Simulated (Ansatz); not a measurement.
Rows from a G0W0 calculation on Ge2Sb2Te5 (P-3m1) (Ansatz 0.2.0; G0W0 on PBE with a share 0.5 of screened exact exchange (omega 0.2078 1/A), plane waves, PAW; PAW set soft_1; 6×6×2 mesh, 1027 empty bands, screening to 140 eV, PAW set soft_1 files), in eV. Spin-orbit coupling is left out.

| row | k | band | start | Σx | Σc at the solution | Vxc |
| --- | --- | --- | --- | --- | --- | --- |
| A | Γ | v3 | 7.758 | -14.411 | -0.068 | -14.481 |
| B | Γ | v1 | 8.879 | -14.294 | -0.175 | -14.448 |
| C | Γ | c3 | 9.872 | -9.042 | -3.344 | -12.071 |
| D | Γ | v2 | 8.009 | -14.584 | 0.169 | -14.453 |
| E | Γ | c1 | 9.605 | -9.271 | -2.994 | -12.039 |

**Question.** Work out each quasiparticle level and how far it moved.

The quasiparticle equation reads E = start + Σx + Σc(E) − Vxc.

| row | E (eV) | shift (eV) |
| --- | --- | --- |
| A | 7.760 | +0.002 |
| B | 8.857 | −0.022 |
| C | 9.557 | −0.315 |
| D | 8.048 | +0.039 |
| E | 9.379 | −0.226 |

The gap over the computed points goes from 0.73 eV to 0.52 eV.

Limits: not at the basis limit; mesh may overstate the screening; no spin-orbit coupling; coarse k mesh.

[Runs of the session that timed out or met a known fault of the program may be left out.]

[Cells called generated may have been cut or substituted from an entry of the Crystallography Open Database or the Materials Project.]

[Hosts, paths, dates, database ids (printed as entryN), source tags and the programs' standing remarks are cut or masked in the printed files.]
